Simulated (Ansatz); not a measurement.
**Cs2RbScH6: complex band structure**

Aim: relax a made-up compound, Cs2RbScH6, and see how good a tunnel barrier it would be. It is built by putting Sc for Al, Rb for Tl in the Cs2AlTlH6 structure of space group Fm-3m, with the volume rescaled by atomic radii. The parent structure comes from the Materials Project.

Method: PBEsol DFT, plane waves, PAW files, in the first sound run; inputs show where later runs differ, in Ansatz 0.2.0.

Report form: the programs' logs are mostly left out.

The structure was built from a prototype and need not be the compound's stable phase.

### 1. The structure

Symmetry: Fm-3m, No. 225, cubic system. The conventional cell has a = 9.607 Å, b = 9.607 Å, c = 9.607 Å, α = 90.00°, β = 90.00°, γ = 90.00°. Nearest to Cs lie 12 H at 3.43 Å. Nearest to Sc lie 6 H at 1.94 Å. Rb has 6 H at 2.87 Å nearest. Nearest to H lie 1 Sc at 1.94 Å and 4 H at 2.74 Å and 1 Rb at 2.87 Å and 4 Cs at 3.43 Å. It derives from Cs2AlTlH6. Sc for Al, Rb for Tl in the Cs2AlTlH6 structure of space group Fm-3m. Farther neighbours are not listed.

### 2. Relaxing the new crystal

The substituted atoms don't fit the parent's cell, so cell and atoms relax together. A small smearing keeps the run stable in case the gap closes on the way.

The input, input.yaml:

```yaml
crystal:
  lattice:
    - [0.0, 4.8034932756, 4.8034932756]
    - [4.8034932756, 0.0, 4.8034932756]
    - [4.8034932756, 4.8034932756, 0.0]
  atoms:
    - { symbol: Cs, position: [0.25, 0.25, 0.25] }
    - { symbol: Cs, position: [0.75, 0.75, 0.75] }
    - { symbol: Sc, position: [0.5, 0.5, 0.5] }
    - { symbol: Rb, position: [0.0, 0.0, 0.0] }
    - { symbol: H, position: [0.298343, 0.701657, 0.701657] }
    - { symbol: H, position: [0.298343, 0.701657, 0.298343] }
    - { symbol: H, position: [0.701657, 0.298343, 0.701657] }
    - { symbol: H, position: [0.701657, 0.701657, 0.298343] }
    - { symbol: H, position: [0.298343, 0.298343, 0.701657] }
    - { symbol: H, position: [0.701657, 0.298343, 0.298343] }
kpoints:
  mp_grid: { grid: [4, 4, 4] }
scf:
  occupations: { method: gaussian, width: 0.03 }
hamiltonian:
  xc: pbesol
output:
  forces: true
  stress: true
relax:
  f_tol: 0.02
  max_steps: 60
  cell: {}
```

Command:

```
$ ansatz run input.yaml --threads 2 --pin off --max-ram 4096MiB --backend cpu --events-out ev --progress --plain --runs-dir out
```

Elapsed: 11 s, on 2 threads of Intel Xeon Platinum 8488C (Sapphire Rapids), shared host; peak memory 0.58 GiB.

The steps of the relaxation:

```tsv
step	energy less that of the first step (eV)	largest force component (eV/Å)	pressure (GPa)	volume (Å³)
1	0.0000	0.5139	-0.24	221.67
2	-0.0558	0.4901	-1.22	210.20
3	-0.1735	0.0576	-0.46	209.46
4	-0.1807	0.0098	-0.07	206.14
5	-0.1813	0.0004	0.00	205.13
6*	-0.1773	0.0009	-0.02	205.13
```

Relaxation steps marked * repeat the geometry before them on a plane-wave basis chosen anew for their cell, so energy and pressure can jump there.

Forces are held to the 48 operations that the run works with; a distortion that breaks them can't arise in this run.

```tsv
conventional cell, symmetrised	before	after	change
a (Å)	9.607	9.362	-2.6 %
b (Å)	9.607	9.362	-2.6 %
c (Å)	9.607	9.362	-2.6 %
volume (Å³/atom)	22.17	20.51	-7.5 %
```

The atoms that moved most (Å, as changes of fractional coordinates times the final cell):

```tsv
atom	dx	dy	dz	length
H8	0.000	0.000	0.101	0.101
H5	0.101	0.000	0.000	0.101
H7	0.000	0.101	0.000	0.101
H6	0.000	-0.101	0.000	0.101
H10	-0.101	0.000	0.000	0.101
H9	0.000	0.000	-0.101	0.101
```

Numbers from this step:

```yaml
free_energy: -16596.6687 eV
fermi_energy: 4.205 eV
pressure: -0.01536 GPa
```

The largest force component on a free atom ends at 9.2e-4 eV/Å.

### 3. Band edges

The energy window and the wavevectors of the next steps follow from the band edges, so these are searched first, off the mesh as well.

The input, input.yaml:

```yaml
crystal:
  lattice:
    - [0.0, 4.6809086325, 4.6809086325]
    - [4.6809086325, 0.0, 4.6809086325]
    - [4.6809086325, 4.6809086325, 0.0]
  atoms:
    - { symbol: Cs, position: [0.25, 0.25, 0.25] }
    - { symbol: Cs, position: [0.75, 0.75, 0.75] }
    - { symbol: Sc, position: [0.5, 0.5, 0.5] }
    - { symbol: Rb, position: [0.0, 0.0, 0.0] }
    - { symbol: H, position: [0.2875101513, 0.7124898487, 0.7124898487] }
    - { symbol: H, position: [0.2875101513, 0.7124898487, 0.2875101513] }
    - { symbol: H, position: [0.7124898487, 0.2875101513, 0.7124898487] }
    - { symbol: H, position: [0.7124898487, 0.7124898487, 0.2875101513] }
    - { symbol: H, position: [0.2875101513, 0.2875101513, 0.7124898487] }
    - { symbol: H, position: [0.7124898487, 0.2875101513, 0.2875101513] }
kpoints:
  mp_grid: { grid: [4, 4, 4] }
  band_path: { path: [VBM, CBM], npoints: 30 }
scf:
  occupations: { method: fixed }
hamiltonian:
  xc: pbesol
output:
  eigenvalues: true
  write_potential: true
  write_density: true
  volumetric_format: npy
```

Run time: 6 s. Hardware: 2 threads; peak memory 0.51 GiB; 11 s of CPU time.

Numbers from this step:

```
Fermi energy        : 2.923 eV
gap on the k-mesh   : 2.564 eV
gap on path         : 2.564 eV, by band count; negative where bands overlap
direct gap on path  : 2.564 eV
edge places on path : 0, 0 1/A along the path
```

Levels at VBM (eV): -7.55, -7.36, -7.36, -7.07, -7.07, -7.03, -2.16, -1.00, -0.74, -0.66, 0.00, 0.00, 2.56, 3.26, 3.26, 4.33, 4.72, 4.98, 5.57, 5.87, 5.87, 5.87.

The searched edges give 2.56 eV, as on the mesh.

### 4. Complex bands

This step: PBEsol DFT, plane waves, PAW files; complex bands by layer matching along the plane's normal (Ansatz 0.2.0).

The same crystal is laid in a cell whose first two vectors span the (111) plane (indices of the standard conventional cell, whose axes can be ordered otherwise than in the bulk input). At fixed energy and wavevector in the plane the solver finds all kz, real and complex. A few wavevectors are listed, (0, 0) and (0, -0.5) in units of the plane's reciprocal vectors; the slowest state needn't be among them.

The input, input.yaml:

```yaml
crystal:
  lattice:
    - [6.619804472, 0.0, 0.0]
    - [3.309902236, 5.732918841, 0.0]
    - [3.309902236, 1.910972947, 5.405047718]
  atoms:
    - { symbol: Cs, position: [0.75, 0.75, 0.75] }
    - { symbol: Cs, position: [0.25, 0.25, 0.25] }
    - { symbol: Sc, position: [0.5, 0.5, 0.5] }
    - { symbol: Rb, position: [0.0, 0.0, 0.0] }
    - { symbol: H, position: [0.2875101513, 0.2875101513, 0.7124898487] }
    - { symbol: H, position: [0.2875101513, 0.7124898487, 0.2875101513] }
    - { symbol: H, position: [0.7124898487, 0.2875101513, 0.7124898487] }
    - { symbol: H, position: [0.2875101513, 0.7124898487, 0.7124898487] }
    - { symbol: H, position: [0.7124898487, 0.2875101513, 0.2875101513] }
    - { symbol: H, position: [0.7124898487, 0.7124898487, 0.2875101513] }
kpoints:
  mp_grid: { grid: [4, 4, 4] }
scf:
  occupations: { method: fixed }
hamiltonian:
  xc: pbesol
output:
  eigenvalues: true
  transmission:
    leads: [[0, 0]]
    kpoints: [[0.0, 0.0], [0.0, -0.5]]
    e_range: [-1.0, 3.56]
    de: 0.11
```

The job ended after 82 s (2 threads; peak memory 1.2 GiB).

This step gave:

```
level to which the leads are filled                       : 1.282 eV from the Fermi level
decay constant at the filling level, zone centre          : 0.4115 Å⁻¹
decay constant at the filling level, slowest listed point : 0.3092 Å⁻¹
```

K parallel (0, 0); values up to 1.5 1/Å, a degenerate pair printed once or twice; energies at which all values exceed this have no row. Im kz of the slowest decaying states against energy, zero at the highest filled level on the SCF mesh:

```tsv
energy (eV)	decay 1 (Å⁻¹)	decay 2 (Å⁻¹)	decay 3 (Å⁻¹)	decay 4 (Å⁻¹)
-1.00	0.180	0.199	0.468	0.849
-0.78	0.451	0.799	1.05	1.45
-0.56	0.125	0.443	0.546	0.884
-0.34	0.165	0.352	0.443	0.909
-0.12	0.275	0.443	0.477	0.918
-0.01	0.305	0.444	0.507	0.920
0.10	0.329	0.443	0.530	0.921
0.32	0.362	0.442	0.562	0.918
0.54	0.384	0.438	0.564	0.600
0.76	0.399	0.433	0.560	0.629
0.98	0.410	0.426	0.560	0.644
1.20	0.416	0.417	0.559	0.653
1.53	0.399	0.420	0.553	0.658
1.75	0.384	0.420	0.546	0.657
1.97	0.367	0.418	0.535	0.653
2.19	0.345	0.413	0.521	0.648
2.41	0.318	0.407	0.501	0.639
2.63	0.281	0.398	0.474	0.628
2.85	0.224	0.388	0.433	0.615
3.07	0.211	0.354	0.374	0.597
3.29	0.230	0.356	0.564	0.576
3.51	0.226	0.249	0.319	0.509
```

K parallel (0, -0.5); values up to 1.5 1/Å, a degenerate pair printed once or twice; energies at which all values exceed this have no row. Im kz of the slowest decaying states against energy, zero at the highest filled level on the SCF mesh:

```tsv
energy (eV)	decay 1 (Å⁻¹)	decay 2 (Å⁻¹)	decay 3 (Å⁻¹)	decay 4 (Å⁻¹)
-1.00	0.205	0.448	0.760	0.857
-0.67	0.0439	0.0994	0.372	0.733
-0.34	0.239	0.523	0.712	0.792
-0.01	0.380	0.570	0.705	0.762
0.32	0.220	0.310	0.442	0.593
0.65	0.280	0.404	0.472	0.604
0.98	0.305	0.457	0.485	0.606
1.20	0.310	0.482	0.487	0.604
1.53	0.302	0.482	0.508	0.595
1.86	0.276	0.469	0.527	0.578
2.19	0.223	0.447	0.547	0.592
2.52	0.0863	0.413	0.534	0.537
2.85	0.332	0.369	0.462	0.512
3.18	0.102	0.326	0.416	0.450
3.51	0.277	0.308	0.429	0.482
```

At the listed wavevectors the last open channel is at -0.01 eV and the next at +2.63 eV on the grid. At +1.31 eV, the grid energy nearest the filling level (the middle of the gap on the SCF mesh), the slowest state at the listed wavevectors decays with κ = 0.309 Å⁻¹, its amplitude falling by e over 3.2 Å. Through 1 nm of this crystal that state's transmission falls by exp(−2 × 0.309 Å⁻¹ × 10 Å) = 0.0021.

### 5. Band edges at another level

This step: PBEsol DFT, plane waves, JTH PAW files (Ansatz 0.2.0).

The edges again with JTH files, at the same atoms.

The input, input.yaml:

```yaml
crystal:
  lattice:
    - [0.0, 4.6809086325, 4.6809086325]
    - [4.6809086325, 0.0, 4.6809086325]
    - [4.6809086325, 4.6809086325, 0.0]
  atoms:
    - { symbol: Cs, position: [0.25, 0.25, 0.25] }
    - { symbol: Cs, position: [0.75, 0.75, 0.75] }
    - { symbol: Sc, position: [0.5, 0.5, 0.5] }
    - { symbol: Rb, position: [0.0, 0.0, 0.0] }
    - { symbol: H, position: [0.2875101513, 0.7124898487, 0.7124898487] }
    - { symbol: H, position: [0.2875101513, 0.7124898487, 0.2875101513] }
    - { symbol: H, position: [0.7124898487, 0.2875101513, 0.7124898487] }
    - { symbol: H, position: [0.7124898487, 0.7124898487, 0.2875101513] }
    - { symbol: H, position: [0.2875101513, 0.2875101513, 0.7124898487] }
    - { symbol: H, position: [0.7124898487, 0.2875101513, 0.2875101513] }
kpoints:
  mp_grid: { grid: [4, 4, 4] }
  band_path: { path: [VBM, CBM], npoints: 30 }
scf:
  occupations: { method: fixed }
hamiltonian:
  xc: pbesol
  pseudopotentials: { kind: paw, source: jth }
output:
  eigenvalues: true
```

It took 0.03 s on 2 threads; peak memory 0.052 GiB.

The input was rejected at the start.

The program's message: “Error: inconsistent input (hamiltonian.pseudopotentials.source, hamiltonian.xc, hamiltonian.pseudopotentials.xc_functional): this build's library has no table of `source: jth` for `kind: paw` and the …”

### 6. A repeat with changed settings: output.transmission.temperature = 400.0

This step: PBEsol DFT, plane waves, PAW files; complex bands by layer matching along the plane's normal; changed: output.transmission.temperature = 400.0 (Ansatz 0.2.0).

This run repeats an earlier one, its twin (the complex run, plane (111)), with one setting changed (output.transmission.temperature; files written aside). It is meant to test how the leads' temperature enters. Where the input is shown as a difference, that is against the step before, not the twin.

The input, input.yaml:

```yaml
crystal:
  lattice:
    - [6.619804472, 0.0, 0.0]
    - [3.309902236, 5.732918841, 0.0]
    - [3.309902236, 1.910972947, 5.405047718]
  atoms:
    - { symbol: Cs, position: [0.75, 0.75, 0.75] }
    - { symbol: Cs, position: [0.25, 0.25, 0.25] }
    - { symbol: Sc, position: [0.5, 0.5, 0.5] }
    - { symbol: Rb, position: [0.0, 0.0, 0.0] }
    - { symbol: H, position: [0.2875101513, 0.2875101513, 0.7124898487] }
    - { symbol: H, position: [0.2875101513, 0.7124898487, 0.2875101513] }
    - { symbol: H, position: [0.7124898487, 0.2875101513, 0.7124898487] }
    - { symbol: H, position: [0.2875101513, 0.7124898487, 0.7124898487] }
    - { symbol: H, position: [0.7124898487, 0.2875101513, 0.2875101513] }
    - { symbol: H, position: [0.7124898487, 0.7124898487, 0.2875101513] }
kpoints:
  mp_grid: { grid: [4, 4, 4] }
scf:
  occupations: { method: fixed }
hamiltonian:
  xc: pbesol
output:
  eigenvalues: true
  transmission:
    leads: [[0, 0]]
    kpoints: [[0.0, 0.0], [0.0, -0.5]]
    e_range: [-1.0, 3.56]
    de: 0.11
    temperature: 400.0
```

The job ended after 78 s (2 threads; peak memory 1.2 GiB; 2 min of CPU time).

K parallel (0, 0); values up to 1.5 1/Å, a degenerate pair printed once or twice; energies at which all values exceed this have no row. Table of Im kz of the slowest decaying states by energy, zero at the highest filled level on the SCF mesh:

```tsv
energy (eV)	decay 1 (Å⁻¹)	decay 2 (Å⁻¹)	decay 3 (Å⁻¹)	decay 4 (Å⁻¹)
-1.00	0.180	0.199	0.468	0.849
-0.78	0.451	0.799	1.05	1.45
-0.67	0.446	0.673	0.855	1.04
-0.45	0.296	0.443	0.899	1.02
-0.23	0.232	0.432	0.443	0.915
-0.12	0.275	0.443	0.477	0.918
-0.01	0.305	0.444	0.507	0.920
0.10	0.329	0.443	0.530	0.921
0.21	0.347	0.443	0.548	0.920
0.43	0.374	0.440	0.573	0.916
0.65	0.392	0.436	0.561	0.617
0.76	0.399	0.433	0.560	0.629
0.98	0.410	0.426	0.560	0.644
1.20	0.416	0.417	0.559	0.653
1.31	0.411	0.418	0.558	0.655
1.53	0.399	0.420	0.553	0.658
1.75	0.384	0.420	0.546	0.657
1.86	0.376	0.419	0.541	0.655
2.08	0.356	0.416	0.528	0.651
2.30	0.332	0.410	0.512	0.644
2.41	0.318	0.407	0.501	0.639
2.63	0.281	0.398	0.474	0.628
2.74	0.257	0.393	0.456	0.622
2.96	0.169	0.381	0.402	0.606
3.18	0.226	0.264	0.366	0.587
3.29	0.230	0.356	0.564	0.576
3.51	0.226	0.249	0.319	0.509
```

K parallel (0, -0.5); values up to 1.5 1/Å, a degenerate pair printed once or twice; energies at which all values exceed this have no row. The Im kz of the slowest decaying states by energy, zero at the highest filled level on the SCF mesh:

(Unchanged from step 4.)

The temperature enters the conductance and not T(E) itself. No conductance was computed here for it to change.

### 7. A repeat with changed settings

This step: PBEsol DFT, plane waves, PAW files; complex bands by layer matching along the plane's normal; changed: output.transmission.bias = [0.5], scf.max_iter = 60 (Ansatz 0.2.0).

This run repeats an earlier one, its twin (the complex run, plane (111)), with two settings changed (scf.max_iter, output.transmission.bias; files written aside). The setting was drawn as a possible misstep, on purpose. Where the input is shown as a difference, that is against the step before, not the twin.

input.yaml, as its differences from that of step 6:

```diff
@@ -20,2 +20,3 @@
   occupations: { method: fixed }
+  max_iter: 60
 hamiltonian:
@@ -29,2 +30,2 @@
     de: 0.11
-    temperature: 400.0
+    bias: [0.5]
```

Wall time 0.03 s (2 threads); peak memory 0.028 GiB.

The program refused the input before any cycle.

The program's message: “Error: YAML parse error: error: line 31 column 5: unknown field `bias`, expected one of leads, temperature, e_range, de, kmesh, mesh_tolerance, kpoints, reduced_basis”

The change that led to it: output.transmission.bias = [0.5].

### 8. What came out

```yaml
band_gap: 2.56 eV
least_decay_constant_at_mid_gap_normal_to_111: 0.309 Å⁻¹
```

In words: With PBEsol, the slowest decay at the wavevectors tried is κ = 0.309 Å⁻¹, normal to (111). Through such a film the transmission near mid-gap falls as exp(−2κd), a factor of ten every 3.7 Å. A free electron under a barrier of half the gap would need a mass of 0.28 mₑ to decay at this rate. The slowest decay isn't at the zone centre. The compound is made up by substitution; its stability against other phases and against distortions of the cell's symmetry was not tested. A semilocal functional narrows gaps, so real decay constants are likely larger.

[Logs are printed without paths, hosts, clocks, repeated set-up lines and the standing remarks that a program may print on its own settings, such as how far it seeks lower states.]

[Hosts, paths, dates, database ids (printed as entryN), source tags and the programs' standing remarks are cut or masked in the printed files.]
